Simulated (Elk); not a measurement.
# Magnetic state of Cr3PtN from several starts

Does Cr3PtN prefer parallel or opposed moments, or none?

Main program and level: Elk 11.2.3 (patched build); LDA (Perdew-Wang); all-electron APW+lo, Dirac cores, scalar-relativistic bands.

### Step 1. The starting structure

The structure is cubic, space group Pm-3m (No. 221). Conventional cell: a = 3.913 Å, b = 3.913 Å, c = 3.913 Å, α = 90.00°, β = 90.00°, γ = 90.00°. Nearest to Cr lie 2 N at 1.96 Å. Nearest to Pt lie 12 Cr at 2.77 Å. Nearest to N lie 6 Cr at 1.96 Å. Farther neighbours and most contacts between anions are not listed.

The cell comes from a database of computed structures and need not be the stable phase.

### Step 2. Start 1: ferro +++

The parallel start comes first: it fits the smallest cell, keeps the most symmetry and shows whether parallel moments form.

The last three numbers of an atom's line are a seed field in its sphere. It points against the wanted moment and shrinks by the factor reducebf each loop.

Contents of elk.in:

```
tasks
  0
  33
  73

xctype
  3

rgkmax
  7.5

nempty
  12

swidth
  0.003

reducebf
  0.5

epsengy
  1e-05

maxscl
  100

lmaxi
  2

spinpol
  .true.

sppath
  './'

avec
  7.39522194582 0.00000000000 0.00000000000
  0.00000000000 7.39522194582 0.00000000000
  0.00000000000 0.00000000000 7.39522194582

atoms
  3
  'Cr.in'
  3
  0.5000000000 0.0000000000 0.5000000000   0.000000 0.000000 -0.125000
  0.0000000000 0.5000000000 0.5000000000   0.000000 0.000000 -0.125000
  0.5000000000 0.5000000000 0.0000000000   0.000000 0.000000 -0.125000
  'Pt.in'
  1
  0.0000000000 0.0000000000 0.0000000000   0.000000 0.000000 0.000000
  'N.in'
  1
  0.5000000000 0.5000000000 0.5000000000   0.000000 0.000000 0.000000

ngridk
  6 6 6

plot3d
  0 0 0
  1 0 0
  0 1 0
  0 0 1
  20 20 20
```

The run is started by

```bash
OMP_NUM_THREADS=4 elk
```

Numbers of over 12 decimals in the logs are rounded to 6 here.

The program printed:

```text
Info(gndstate): no moment of its own; a second start begins; STATE.OUT holds the state before
Info(gndstate): the second start gave no lower state; one of another order, or behind a
 stronger field, isn't excluded
Warning(gndstate): core states of species 2 leak from the muffin-tin :   0.1530965135E-03

--- INFO.OUT ---
┌─────────────────────────┐
│ Elk code version 11.2.3 │
└─────────────────────────┘

All units are atomic (Hartree, Bohr, etc.)

┌─────────────────────────────────────────────────┐
│ Ground-state run starting from atomic densities │
└─────────────────────────────────────────────────┘

Lattice vectors :
   7.395221946       0.000000000       0.000000000
   0.000000000       7.395221946       0.000000000
   0.000000000       0.000000000       7.395221946

Reciprocal lattice vectors :
  0.8496276857       0.000000000       0.000000000
   0.000000000      0.8496276857       0.000000000
   0.000000000       0.000000000      0.8496276857

Unit cell volume      :    404.4395680
Brillouin zone volume :   0.6133183622

Muffin-tin inner radius fraction :   0.1000000000E-01

Nuclei treated as point charges

Species : 1 (Cr)
 parameters loaded from : Cr.in
 name : chromium
 nuclear charge    :   -24.00000000
 electronic charge :    24.00000000
 atomic mass :    94783.09202
 muffin-tin radius :    2.084349127
 number of radial points in muffin-tin :    497
 inner part over the whole radius :   0.9963352826E-02
 number on inner part of muffin-tin    :    349
 approximate nuclear radius :   0.6987106690E-04
 number of mesh points to nuclear radius :    166
 atomic positions (lattice), magnetic fields (Cartesian) :
  1 :   0.50000000  0.00000000  0.50000000    0.00000000  0.00000000 -0.12500000
  2 :   0.00000000  0.50000000  0.50000000    0.00000000  0.00000000 -0.12500000
  3 :   0.50000000  0.50000000  0.00000000    0.00000000  0.00000000 -0.12500000

Species : 2 (Pt)
 parameters loaded from : Pt.in
 name : platinum
 nuclear charge    :   -78.00000000
 electronic charge :    78.00000000
 atomic mass :    355605.4401
 muffin-tin radius :    2.800000000
 number of radial points in muffin-tin :    697
 inner part over the whole radius :   0.9830782365E-02
 number on inner part of muffin-tin    :    500
 approximate nuclear radius :   0.1029052813E-03
 number of mesh points to nuclear radius :    262
 atomic positions (lattice), magnetic fields (Cartesian) :
  1 :   0.00000000  0.00000000  0.00000000    0.00000000  0.00000000  0.00000000

Species : 3 (N)
 parameters loaded from : N.in
 name : nitrogen
 nuclear charge    :   -7.000000000
 electronic charge :    7.000000000
 atomic mass :    25532.65216
 muffin-tin radius :    1.563261846
 number of radial points in muffin-tin :    297
 inner part over the whole radius :   0.9871562954E-02
 number on inner part of muffin-tin    :    203
 approximate nuclear radius :   0.4939692610E-04
 number of mesh points to nuclear radius :     86
 atomic positions (lattice), magnetic fields (Cartesian) :
  1 :   0.50000000  0.50000000  0.50000000    0.00000000  0.00000000  0.00000000

Total number of atoms per unit cell :    5
Total muffin-tin volume :    221.7491701
 ratio of muffin-tin to unit cell volume :   0.5482875259

Spin treatment :
 spin-polarised
 global magnetic field (Cartesian) :    0.000000000       0.000000000       0.000000000
 collinear magnetisation in z-direction

Number of Bravais lattice symmetries :   48
Number of crystal symmetries         :   48
Crystal has inversion symmetry
Real symmetric eigensolver will be used

k-point grid :      6     6     6
k-point offset :    0.000000000       0.000000000       0.000000000
k-point set is reduced with full crystal symmetry group
Total number of k-points :       20

Muffin-tin radius times maximum |G+k| :    7.500000000
 using average radius
Maximum |G+k| for APW functions       :    3.532301028
Maximum (1/2)|G+k|²                   :    6.238575277
Maximum |G| for potential and density :    12.00000000
Constant for pseudocharge density :    8
 order of it for each species :   15  15  15
 order of it for pair densities of each species (exact exchange by exxq0 0: 15) :   11  15   5
Radial integration step length :    1

G-vector grid sizes :     30    30    30
Number of G-vectors :    11753

Maximum angular momentum used for
 APW functions            :    8
 outer part of muffin-tin :    6
 inner part of muffin-tin :    2

Total nuclear charge    :   -157.0000000
Total core charge       :    80.00000000
Total valence charge    :    77.00000000
Total excess charge     :    0.000000000
Total electronic charge :    157.0000000

Effective Wigner radius, rₛ :   0.8503971422

Number of empty states         :     60
Total number of valence states :    198
Total number of core states    :     80

Third-order local-orbitals added for an l without core states : T
Total number of local-orbitals :    115

Exchange-correlation functional :      3     0     0
 Perdew-Wang/Ceperley-Alder, Phys. Rev. B 45, 13244 (1992)
 gradient requirement :    0
 local density approximation (LDA)

Smearing type :    3
 Fermi-Dirac
Smearing width :   0.3000000000E-02
Effective electronic temperature (K) :    947.3250744

Mixing type :    3
 Broyden mixing, J. Phys. A: Math. Gen. 17, L317 (1984)

Kohn-Sham potential initialised from atomic data

┌──────────────────────────────┐
│ Self-consistent loop started │
└──────────────────────────────┘

┌─────────────────┐
│ Loop number : 1 │
└─────────────────┘

Energies :
 Fermi                       :     0.308923
 sum of occupied eigenvalues :     -13184.250732188
 electron kinetic            :      24301.017347160
 core electron kinetic       :      23187.784113925
 Coulomb                     :     -45447.168373123
 Coulomb potential           :     -36864.149569347
 nuclear-nuclear             :     -2152.2332973167
 electron-nuclear            :     -49777.209339009
 Hartree                     :      6482.2742632028
 Madelung                    :     -27015.093588450
 xc potential                :     -620.95787512020
 xc effective B-field        :    -0.89945302856849E-01
 external B-field            :      0.000000
 exchange                    :     -477.26047194756
 correlation                 :     -14.628328669648
 electron entropic           :    -0.42330724819844E-02
 total energy                :     -21638.044059653
 (external B-field energy excluded from total)

Density of states at Fermi energy :    142.1519138
 (states/Hartree/unit cell)

Estimated indirect band gap :   0.1169683441E-02
 from k-point 7 to k-point 9
Estimated direct band gap   :   0.4399975397E-02
 at k-point 7

Charges :
 core                        :    80.00000000
[...]
species : 3 (N)
   atom 1                    :  -0.5753007187E-02
 total in muffin-tins        :    3.783028341
 total moment                :    4.171465149

┌─────────────────┐
│ Loop number : 2 │
└─────────────────┘

Energies :
 Fermi                       :     0.308088
 sum of occupied eigenvalues :     -13184.512926948
 electron kinetic            :      24301.778571060
 core electron kinetic       :      23187.965906115
 Coulomb                     :     -45447.877374107
 Coulomb potential           :     -36864.090448787
 nuclear-nuclear             :     -2152.2332973167
 electron-nuclear            :     -49778.713527567
 Hartree                     :      6483.0694507760
 Madelung                    :     -27015.832149714
 xc potential                :     -622.04080055759
 xc effective B-field        :    -0.91615818874927E-01
 external B-field            :      0.000000
 exchange                    :     -477.30948436279
 correlation                 :     -14.629556230683
 electron entropic           :    -0.41972094115870E-02
 total energy                :     -21638.042040850
 (external B-field energy excluded from total)

Density of states at Fermi energy :    139.8509629
 (states/Hartree/unit cell)

Estimated indirect band gap :   0.1498070340E-02
 from k-point 7 to k-point 9
Estimated direct band gap   :   0.4719484947E-02
 at k-point 7

Charges :
 core                        :    80.00000000
 valence                     :    77.00000000
 interstitial                :    8.118286943
 muffin-tins (core leakage)
  species : 1 (Cr)
   atom 1                    :    21.38365123     ( -0.3448066499E-05)
   atom 2                    :    21.38365123     ( -0.3448066499E-05)
   atom 3                    :    21.38365123     ( -0.3448066499E-05)
  species : 2 (Pt)
   atom 1                    :    77.77073465     (  0.1772999750E-03)
  species : 3 (N)
   atom 1                    :    6.960024733     ( -0.1794751423E-05)
 total in muffin-tins        :    148.8817131
 total calculated charge     :    156.9986516
 total charge                :    157.0000000
 error                       :   0.1348389652E-02

Moments :
 interstitial                :   0.3859964808
 muffin-tins
  species : 1 (Cr)
   atom 1                    :    1.248398183
   atom 2                    :    1.248398183
   atom 3                    :    1.248398183
  species : 2 (Pt)
   atom 1                    :   0.7961759504E-01
  species : 3 (N)
   atom 1                    :  -0.6708525488E-02
 total in muffin-tins        :    3.818103619
 total moment                :    4.204100100

RMS change in Kohn-Sham potential (target) :   0.4223861748     (  0.1000000000E-05)
Absolute change in total energy (target)   :   0.2018802432E-02 (  0.1000000000E-04)

[... loops 3 to 80 left out ...]

┌──────────────────┐
│ Loop number : 81 │
└──────────────────┘

Energies :
 Fermi                       :     0.384476
 sum of occupied eigenvalues :     -13178.049772919
 electron kinetic            :      24326.299135932
 core electron kinetic       :      23189.227771164
 Coulomb                     :     -45470.287396213
 Coulomb potential           :     -36849.805799973
 nuclear-nuclear             :     -2152.2332973167
 electron-nuclear            :     -49839.036228721
 Hartree                     :      6520.9821298241
 Madelung                    :     -27045.384496227
 xc potential                :     -654.54310887772
 xc effective B-field        :    -0.11700714772124E-10
 external B-field            :      0.000000
 exchange                    :     -478.85456457845
 correlation                 :     -14.684321931694
 electron entropic           :    -0.62450236851038E-02
 total energy                :     -21637.533391815
 (external B-field energy excluded from total)

Density of states at Fermi energy :    214.6838095
 (states/Hartree/unit cell)

Estimated indirect band gap :   0.5075917840E-03
 from k-point 2 to k-point 11
Estimated direct band gap   :   0.2627895844E-02
 at k-point 11

Charges :
 core                        :    80.00000000
 valence                     :    77.00000000
 interstitial                :    7.340509374
 muffin-tins (core leakage)
  species : 1 (Cr)
   atom 1                    :    22.03492601     ( -0.3448137395E-05)
   atom 2                    :    22.03492601     ( -0.3448137395E-05)
   atom 3                    :    22.03492601     ( -0.3448137395E-05)
  species : 2 (Pt)
   atom 1                    :    77.63362418     (  0.1530965147E-03)
  species : 3 (N)
   atom 1                    :    5.921088412     ( -0.1760747192E-05)
 total in muffin-tins        :    149.6594906
 total calculated charge     :    156.9987899
 total charge                :    157.0000000
 error                       :   0.1210082688E-02

Moments :
 interstitial                :   0.3557164100E-05
 muffin-tins
  species : 1 (Cr)
   atom 1                    :   0.1296326652E-04
   atom 2                    :   0.1296326652E-04
   atom 3                    :   0.1296326652E-04
  species : 2 (Pt)
   atom 1                    :   0.1537401821E-05
  species : 3 (N)
   atom 1                    :   0.3595580321E-05
 total in muffin-tins        :   0.4402278171E-04
 total moment                :   0.4757994581E-04

RMS change in Kohn-Sham potential (target) :   0.2275183098E-06 (  0.1000000000E-05)
Absolute change in total energy (target)   :   0.3283479600E-05 (  0.1000000000E-04)

Convergence targets achieved

┌──────────────────┐
│ Loop number : 82 │
└──────────────────┘

Energies :
 Fermi                       :     0.384476
 sum of occupied eigenvalues :     -13178.049773027
 electron kinetic            :      24326.299135580
 core electron kinetic       :      23189.227770742
 Coulomb                     :     -45470.287396325
 Coulomb potential           :     -36849.805798744
 nuclear-nuclear             :     -2152.2332973167
 electron-nuclear            :     -49839.036230183
 Hartree                     :      6520.9821311740
 Madelung                    :     -27045.384496953
 xc potential                :     -654.54310986333
 xc effective B-field        :    -0.11672503924422E-10
 external B-field            :      0.000000
 exchange                    :     -478.85456456821
 correlation                 :     -14.684321931244
 electron entropic           :    -0.62450235958786E-02
 total energy                :     -21637.533392268
 (external B-field energy excluded from total)

Density of states at Fermi energy :    214.6838058
 (states/Hartree/unit cell)

Estimated indirect band gap :   0.5075917598E-03
 from k-point 2 to k-point 11
Estimated direct band gap   :   0.2627896942E-02
 at k-point 11

Charges :
 core                        :    80.00000000
 valence                     :    77.00000000
 interstitial                :    7.340509376
 muffin-tins (core leakage)
  species : 1 (Cr)
   atom 1                    :    22.03492599     ( -0.3448136194E-05)
   atom 2                    :    22.03492599     ( -0.3448136194E-05)
   atom 3                    :    22.03492599     ( -0.3448136194E-05)
  species : 2 (Pt)
   atom 1                    :    77.63362424     (  0.1530965135E-03)
  species : 3 (N)
   atom 1                    :    5.921088418     ( -0.1760747385E-05)
 total in muffin-tins        :    149.6594906
 total calculated charge     :    156.9987899
 total charge                :    157.0000000
 error                       :   0.1210082693E-02

Moments :
 interstitial                :   0.3554625441E-05
 muffin-tins
  species : 1 (Cr)
   atom 1                    :   0.1295995982E-04
   atom 2                    :   0.1295995982E-04
   atom 3                    :   0.1295995982E-04
  species : 2 (Pt)
   atom 1                    :   0.1532699888E-05
  species : 3 (N)
   atom 1                    :   0.3571543612E-05
 total in muffin-tins        :   0.4398412297E-04
 total moment                :   0.4753874841E-04

┌──────────────────────────────┐
│ Self-consistent loop stopped │
└──────────────────────────────┘

Warning : core states of species 2 leak from the muffin-tin :   0.1530965135E-03

Wrote STATE.OUT
```

It took 5.5 min on 4 threads of Arm Neoverse V2, shared host; peak memory 0.4 GiB.

The moments died away, and this build then starts once more from a stronger push, within the same count of loops. That gave no lower state.

The spin moment in the muffin-tin sphere vanishes on all atoms.

Read from the output:

| Quantity | Value |
| --- | --- |
| final state | non-magnetic |

After 82 cycles the seed has died away: no moment is left.

(Part 1 of 3 ends here.)

[Logs and program files are shortened in this print: banners, set-up blocks, solver, clock and traceback lines can be left out without a mark of their own.]

[Logs are printed without paths, hosts, clocks, repeated set-up lines and the standing remarks that a program may print on its own settings, such as how far it seeks lower states.]

[Hosts, paths, dates, database ids (printed as entryN), source tags and the programs' standing remarks are cut or masked in the printed files.]

[Where a cell is said to come from a database of computed structures, the database is the Materials Project.]
